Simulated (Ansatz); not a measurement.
In doubt: masses and optical values from hybrid runs of this build are listed as unsure (in some of the runs), which bears on the screening that GW takes from such a start.

The crystal is Na3MoO4Cl (P4/nmm).

```xyz
18
Lattice="7.4942 0.0000 0.0000 0.0000 7.4942 0.0000 0.0000 0.0000 5.3409" Properties=species:S:1:pos:R:3 pbc="T T T"
Na    5.6207    5.6207    0.0000
Na    5.6207    1.8735    0.0000
Na    1.8735    1.8735    0.0000
Na    1.8735    5.6207    0.0000
Na    3.7471    0.0000    3.4124
Na    0.0000    3.7471    1.9285
Mo    0.0000    0.0000    2.6705
Mo    3.7471    3.7471    2.6705
Cl    3.7471    0.0000    0.8302
Cl    0.0000    3.7471    4.5107
O     6.0723    0.0000    3.7412
O     3.7471    2.3252    3.7412
O     1.4219    0.0000    3.7412
O     3.7471    5.1690    3.7412
O     2.3252    3.7471    1.5997
O     0.0000    1.4219    1.5997
O     5.1690    3.7471    1.5997
O     0.0000    6.0723    1.5997
```

Geometry: measured cell, ions relaxed with PBE. The runs that relaxed it are not among those shown.

Gaps computed with Ansatz 0.2.0 without a self-energy: HSE06 5.80 eV, r2SCAN 4.72 eV and PBE0 6.58 eV.

Estimate the G0W0@HSE06 gap with 2×2×4 mesh, 1009 empty bands, screening to 130 eV, PAW set soft_1 files.

About 7.64 eV: on its mesh the run moves the gap from 5.80 eV by +1.83 eV. A band edge moves to another state on the way. Among the scalar-relativistic levels given, PBE0 is nearest (−1.06 eV). Bands and cutoff are finite, so the gap is not at the basis limit. The miss can reach some tenths of an eV and take either sign; the mesh is an error of its own. The 2×2×4 mesh is coarse for this cell (its supercell is 15 Å along the shortest edge). The RPA ε∞ on it, from the HSE06 start, is 2.26 and 2.27; such meshes misread the long-range screening, most where the gap is narrow. The many-body steps are scalar-relativistic: spin-orbit coupling is not in them.

[Paths, hosts, dates, memory and timing lines, banners, echoed tables and standing remarks are left out of the program output.]

[Logs are printed without paths, hosts, clocks, repeated set-up lines and the standing remarks that a program may print on its own settings, such as how far it seeks lower states.]

[Runs of the session that timed out or met a known fault of the program may be left out.]

[Cells called generated may have been cut or substituted from an entry of the Crystallography Open Database or the Materials Project.]

[Hosts, paths, dates, database ids (printed as entryN), source tags and the programs' standing remarks are cut or masked in the printed files.]
